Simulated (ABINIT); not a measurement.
# CdS (Greenockite): bands and cutoff in G0W0 with ABINIT

What does each rung of G0W0 on CdS (Greenockite) cost, and what does it buy?

Main program and level: ABINIT 10.8.3; PBE and many-body steps on it, plane waves.

Most raw output is cut from this account.

### Step 1. The starting structure

The structure is hexagonal, space group P6_3mc (No. 186). The conventional cell has a = 4.137 Å, b = 4.137 Å, c = 6.714 Å, α = 90.00°, β = 90.00°, γ = 120.00°. Nearest to Cd lie 4 S at 2.52 to 2.53 Å. Nearest to S lie 4 Cd at 2.52 to 2.53 Å. Farther neighbours and most contacts between anions are not listed.

The cell and positions come from the Crystallography Open Database and are kept as given unless a step says otherwise.

### Step 2. Empty states on the mesh, 3×3×2 mesh, 531 bands

This step: ABINIT 10.8.3; DFT, PBE, plane waves, norm-conserving pseudopotentials.

The sums over transitions need many empty states on a uniform mesh; this step solves for them.

File run.abi:

```
acell 3*1.0 Angstrom
rprim 
  4.137000000025 -0.000000000006 0.000000000000
  -2.068500000008 3.582747095481 0.000000000000
  0.000000000000 0.000000000000 6.714400000000
ntypat 2
znucl 48 16
natom 4
typat 1 1 2 2
xred 
  0.666666666667 0.333333333333 0.000000000000
  0.333333333333 0.666666666667 0.500000000000
  0.666666666667 0.333333333333 0.375000000000
  0.333333333333 0.666666666667 0.875000000000
pp_dirpath "pseudos"
pseudos "Cd.upf, S.upf"
ecut 47
ngkpt 3 3 2
nshiftk 1
shiftk 0 0 0
kptopt 1
chksymbreak 0
iscf -2
irdden 1
istwfk *1
nband 531
nbdbuf 48
tolwfr 1e-09
nstep 60
prtvol 0
indata_prefix "in"
outdata_prefix "out"
tmpdata_prefix "tmp"
```

Launch:

```sh
$ OMP_NUM_THREADS=1 mpirun -n 4 abinit run.abi > log
```

Elapsed: 21 min, on 4 MPI ranks of Arm Neoverse V1, shared host; peak memory 0.98 GiB.

This step gave:

| Item | Value |
| --- | --- |
| gap | 1.198 eV |
| k of the valence top | 0, 0, 0 |
| k of the conduction bottom | 0, 0, 0 |
| least direct gap | 1.198 eV |
| k points computed | 6 |
| lowest point of the top converged band, above the valence top | 150.9386 eV |

On this mesh the gap is 1.198 eV.

The density comes from a self-consistent run that is not shown.

### Step 3. Screening, 3×3×2 mesh, 116 bands, screening to 68.6 eV

The RPA dielectric matrix is built and inverted for each q.

This step: RPA screening on PBE, plane waves, norm-conserving pseudopotentials.

run.abi, as its differences from that of step 2:

```diff
@@ -22,10 +22,11 @@
 chksymbreak 0
-iscf -2
-irdden 1
 istwfk *1
-nband 531
-nbdbuf 48
-tolwfr 1e-09
-nstep 60
-prtvol 0
+occopt 1
+irdwfk 1
+optdriver 3
+nband 116
+ecuteps 2.52
+inclvkb 2
+awtr 1
+symchi 1
 indata_prefix "in"
```

Run time: 39 s. Hardware: 4 MPI ranks; peak memory 1.2 GiB.

This step gave:

- ε∞ with local fields, on this mesh, along the program's q direction: 13.65
- the same without local fields: 14.36
- plasma frequency: 26.84 eV
- plane waves in the screening matrix: 135

Local fields lower ε∞ by 5 %. On a Γ-centred mesh this coarse the value itself is usually too large, while a short band sum pulls it down.

### Step 4. 116 bands, 68.6 eV

The self-energy is evaluated for the states that the input lists, and the levels follow from it, in one-shot runs by the linearised quasiparticle equation.

This step: G0W0 on PBE, plane waves, norm-conserving pseudopotentials.

run.abi, as its differences from that of step 3:

```diff
@@ -25,8 +25,17 @@
 irdwfk 1
-optdriver 3
+optdriver 4
 nband 116
+gwcalctyp 0
+ecutsigx 47
+symsigma 1
+nkptgw 2
+kptgw 
+  0.0000000000 0.0000000000 0.0000000000
+  0.0000000000 0.0000000000 0.5000000000
+bdgw 
+  25 28
+  23 28
 ecuteps 2.52
-inclvkb 2
-awtr 1
-symchi 1
+irdscr 1
+ppmodel 1
 indata_prefix "in"
```

Run time: 6.7 s. Hardware: 4 MPI ranks; peak memory 1 GiB.

Numbers from this step:

```
G0W0 gap on the points computed              : 2.026 eV
starting gap on the mesh                     : 1.198 eV
k of the valence top                         : 0, 0, 0
k of the conduction bottom                   : 0, 0, 0
Z at the valence top                         : 0.784
Z at the conduction bottom                   : 0.815
least direct G0W0 gap on the computed points : 2.026 eV
```

The gap on the mesh goes from 1.20 eV to 2.03 eV, a correction of +0.83 eV.

### Step 5. Screening, 3×3×2 mesh, 164 bands, screening to 90.6 eV

This step: RPA screening on PBE, plane waves, norm-conserving pseudopotentials.

run.abi, as its differences from that of step 4:

```diff
@@ -25,17 +25,8 @@
 irdwfk 1
-optdriver 4
-nband 116
-gwcalctyp 0
-ecutsigx 47
-symsigma 1
-nkptgw 2
-kptgw 
-  0.0000000000 0.0000000000 0.0000000000
-  0.0000000000 0.0000000000 0.5000000000
-bdgw 
-  25 28
-  23 28
-ecuteps 2.52
-irdscr 1
-ppmodel 1
+optdriver 3
+nband 164
+ecuteps 3.33
+inclvkb 2
+awtr 1
+symchi 1
 indata_prefix "in"
```

It took 68 s on 4 MPI ranks; peak memory 1.5 GiB.

This step gave:

| Quantity | Value |
| --- | --- |
| ε∞ with local fields, on this mesh, along the program's q direction | 13.61 |
| the same without local fields | 14.38 |
| plasma frequency | 26.84 eV |
| plane waves in the screening matrix | 197 |

### Step 6. 164 bands, 90.6 eV

This step: G0W0 on PBE, plane waves, norm-conserving pseudopotentials.

run.abi, as its differences from that of step 5:

```diff
@@ -25,8 +25,17 @@
 irdwfk 1
-optdriver 3
+optdriver 4
 nband 164
+gwcalctyp 0
+ecutsigx 47
+symsigma 1
+nkptgw 2
+kptgw 
+  0.0000000000 0.0000000000 0.0000000000
+  0.0000000000 0.0000000000 0.5000000000
+bdgw 
+  25 28
+  23 28
 ecuteps 3.33
-inclvkb 2
-awtr 1
-symchi 1
+irdscr 1
+ppmodel 1
 indata_prefix "in"
```

Wall time 10 s (4 MPI ranks); peak memory 1.2 GiB; 41 s of CPU time.

Numbers from this step:

```
G0W0 gap on the points computed              : 2.024 eV
starting gap on the mesh                     : 1.198 eV
k of the valence top                         : 0, 0, 0
k of the conduction bottom                   : 0, 0, 0
Z at the valence top                         : 0.782
Z at the conduction bottom                   : 0.814
least direct G0W0 gap on the computed points : 2.024 eV
```

Against G0W0 in ABINIT (3×3×2 mesh, 116 bands, screening to 68.6 eV, Godby-Needs plasmon pole), the gap moves by −0.002 eV.

### Step 7. Screening, 3×3×2 mesh, 238 bands, screening to 120.8 eV

This step: RPA screening on PBE, plane waves, norm-conserving pseudopotentials.

run.abi, as its differences from that of step 6:

```diff
@@ -25,17 +25,8 @@
 irdwfk 1
-optdriver 4
-nband 164
-gwcalctyp 0
-ecutsigx 47
-symsigma 1
-nkptgw 2
-kptgw 
-  0.0000000000 0.0000000000 0.0000000000
-  0.0000000000 0.0000000000 0.5000000000
-bdgw 
-  25 28
-  23 28
-ecuteps 3.33
-irdscr 1
-ppmodel 1
+optdriver 3
+nband 238
+ecuteps 4.44
+inclvkb 2
+awtr 1
+symchi 1
 indata_prefix "in"
```

Wall time 1.9 min (4 MPI ranks); peak memory 1.9 GiB.

Numbers from this step:

```
ε∞ with local fields, on this mesh, along the program's q direction : 13.59
the same without local fields                                       : 14.39
plasma frequency                                                    : 26.84 eV
plane waves in the screening matrix                                 : 313
```

### Step 8. 238 bands, 120.8 eV

This step: G0W0 on PBE, plane waves, norm-conserving pseudopotentials.

run.abi, as its differences from that of step 7:

```diff
@@ -25,8 +25,17 @@
 irdwfk 1
-optdriver 3
+optdriver 4
 nband 238
+gwcalctyp 0
+ecutsigx 47
+symsigma 1
+nkptgw 2
+kptgw 
+  0.0000000000 0.0000000000 0.0000000000
+  0.0000000000 0.0000000000 0.5000000000
+bdgw 
+  25 28
+  23 28
 ecuteps 4.44
-inclvkb 2
-awtr 1
-symchi 1
+irdscr 1
+ppmodel 1
 indata_prefix "in"
```

It took 23 s on 4 MPI ranks; peak memory 1.6 GiB.

This step gave:

```
G0W0 gap on the points computed              : 2.061 eV
starting gap on the mesh                     : 1.198 eV
k of the valence top                         : 0, 0, 0
k of the conduction bottom                   : 0, 0, 0
least direct G0W0 gap on the computed points : 2.061 eV
```

Against G0W0 in ABINIT (3×3×2 mesh, 164 bands, screening to 90.6 eV, Godby-Needs plasmon pole), the gap moves by +0.037 eV.

### Step 9. Screening, 3×3×2 mesh, 341 bands, screening to 157 eV

This step: RPA screening on PBE, plane waves, norm-conserving pseudopotentials.

run.abi, as its differences from that of step 8:

```diff
@@ -25,17 +25,8 @@
 irdwfk 1
-optdriver 4
-nband 238
-gwcalctyp 0
-ecutsigx 47
-symsigma 1
-nkptgw 2
-kptgw 
-  0.0000000000 0.0000000000 0.0000000000
-  0.0000000000 0.0000000000 0.5000000000
-bdgw 
-  25 28
-  23 28
-ecuteps 4.44
-irdscr 1
-ppmodel 1
+optdriver 3
+nband 341
+ecuteps 5.77
+inclvkb 2
+awtr 1
+symchi 1
 indata_prefix "in"
```

Wall time 3.5 min (4 MPI ranks); peak memory 2.7 GiB.

Numbers from this step:

```
ε∞ with local fields, on this mesh, along the program's q direction : 13.59
the same without local fields                                       : 14.39
plasma frequency                                                    : 26.84 eV
plane waves in the screening matrix                                 : 451
```

### Step 10. 341 bands, 157 eV

This step: G0W0 on PBE, plane waves, norm-conserving pseudopotentials.

run.abi, as its differences from that of step 9:

```diff
@@ -25,8 +25,17 @@
 irdwfk 1
-optdriver 3
+optdriver 4
 nband 341
+gwcalctyp 0
+ecutsigx 47
+symsigma 1
+nkptgw 2
+kptgw 
+  0.0000000000 0.0000000000 0.0000000000
+  0.0000000000 0.0000000000 0.5000000000
+bdgw 
+  25 28
+  23 28
 ecuteps 5.77
-inclvkb 2
-awtr 1
-symchi 1
+irdscr 1
+ppmodel 1
 indata_prefix "in"
```

Run time: 55 s. Hardware: 4 MPI ranks; peak memory 2.5 GiB.

This step gave:

```yaml
g0w0_gap_on_the_points_computed: 2.088 eV
starting_gap_on_the_mesh: 1.198 eV
k_of_the_valence_top: 0, 0, 0
k_of_the_conduction_bottom: 0, 0, 0
least_direct_g0w0_gap_on_the_computed_points: 2.088 eV
```

Against G0W0 in ABINIT (3×3×2 mesh, 238 bands, screening to 120.8 eV, Godby-Needs plasmon pole), the gap moves by +0.027 eV.

### Step 11. Screening, 3×3×2 mesh, 483 bands, screening to 201.4 eV

This step: RPA screening on PBE, plane waves, norm-conserving pseudopotentials.

run.abi, as its differences from that of step 10:

```diff
@@ -25,17 +25,8 @@
 irdwfk 1
-optdriver 4
-nband 341
-gwcalctyp 0
-ecutsigx 47
-symsigma 1
-nkptgw 2
-kptgw 
-  0.0000000000 0.0000000000 0.0000000000
-  0.0000000000 0.0000000000 0.5000000000
-bdgw 
-  25 28
-  23 28
-ecuteps 5.77
-irdscr 1
-ppmodel 1
+optdriver 3
+nband 483
+ecuteps 7.4
+inclvkb 2
+awtr 1
+symchi 1
 indata_prefix "in"
```

The job ended after 6.7 min (4 MPI ranks; peak memory 3.8 GiB; 27 min of CPU time).

Numbers from this step:

| Property | Result |
| --- | --- |
| ε∞ with local fields, on this mesh, along the program's q direction | 13.58 |
| the same without local fields | 14.39 |
| plasma frequency | 26.84 eV |
| plane waves in the screening matrix | 639 |

### Step 12. 483 bands, 201.4 eV

This step: G0W0 on PBE, plane waves, norm-conserving pseudopotentials.

run.abi, as its differences from that of step 11:

```diff
@@ -25,8 +25,17 @@
 irdwfk 1
-optdriver 3
+optdriver 4
 nband 483
+gwcalctyp 0
+ecutsigx 47
+symsigma 1
+nkptgw 2
+kptgw 
+  0.0000000000 0.0000000000 0.0000000000
+  0.0000000000 0.0000000000 0.5000000000
+bdgw 
+  25 28
+  23 28
 ecuteps 7.4
-inclvkb 2
-awtr 1
-symchi 1
+irdscr 1
+ppmodel 1
 indata_prefix "in"
```

Elapsed: 2.4 min, on 4 MPI ranks; peak memory 3.9 GiB; 9.6 min of CPU time.

Numbers from this step:

- G0W0 gap on the points computed: 2.113 eV
- starting gap on the mesh: 1.198 eV
- k of the valence top: 0, 0, 0
- k of the conduction bottom: 0, 0, 0
- least direct G0W0 gap on the computed points: 2.113 eV

Against G0W0 in ABINIT (3×3×2 mesh, 341 bands, screening to 157 eV, Godby-Needs plasmon pole), the gap moves by +0.025 eV.

### Step 13. The runs together

Times are wall times on 4 MPI ranks of Arm Neoverse V1, shared host, good to a factor of about two. A run's time includes the screening step that it read.

```csv
run,mesh,bands,screening cutoff (eV),DFT gap (eV),gap on the mesh (eV),direct (eV),ε∞ used,time
"116 bands, 68.6 eV",3×3×2,116,68.6,1.198,2.026,2.026,13.65,46 s
"164 bands, 90.6 eV",3×3×2,164,90.6,1.198,2.024,2.024,13.61,78 s
"238 bands, 120.8 eV",3×3×2,238,120.8,1.198,2.061,2.061,13.59,2.3 min
"341 bands, 157 eV",3×3×2,341,157,1.198,2.088,2.088,13.59,4.4 min
"483 bands, 201.4 eV",3×3×2,483,201.4,1.198,2.113,2.113,13.58,9.1 min
```

### Step 14. Results

- 116 bands, 68.6 eV: 2.026 eV
- 164 bands, 90.6 eV: 2.024 eV
- 238 bands, 120.8 eV: 2.061 eV
- 341 bands, 157 eV: 2.088 eV
- 483 bands, 201.4 eV: 2.113 eV
- known limits: not at the basis limit; no spin-orbit coupling; coarse k mesh

What this shows: From the first rung to the last the gap moves by +0.09 eV for 12 times the time. In the G0W0 runs levels were corrected at 2 k points alone, so a gap called «on the mesh» is the least over those, and an edge elsewhere would be missed. The 3×3×2 mesh is coarse for this cell, which bears on the long-range parts of exchange and screening. The many-body steps are scalar-relativistic: spin-orbit coupling is not in them.

[Paths, hosts, dates, memory and timing lines, banners, echoed tables and standing remarks are left out of the program output.]

[Logs are printed without paths, hosts, clocks, repeated set-up lines and the standing remarks that a program may print on its own settings, such as how far it seeks lower states.]

[Runs of the session that timed out or met a known fault of the program may be left out.]

[Hosts, paths, dates, database ids (printed as entryN), source tags and the programs' standing remarks are cut or masked in the printed files.]

[G0W0 gaps are taken among the corrected bands and points alone; a level outside them can change the order at an edge.]

[Where Ansatz stands beside ABINIT at settings called matched, ABINIT's density can come from a denser mesh and the files from another edition; pairs whose starting gaps differed by over 0.03 eV were left out, so agreement reads better than it is.]
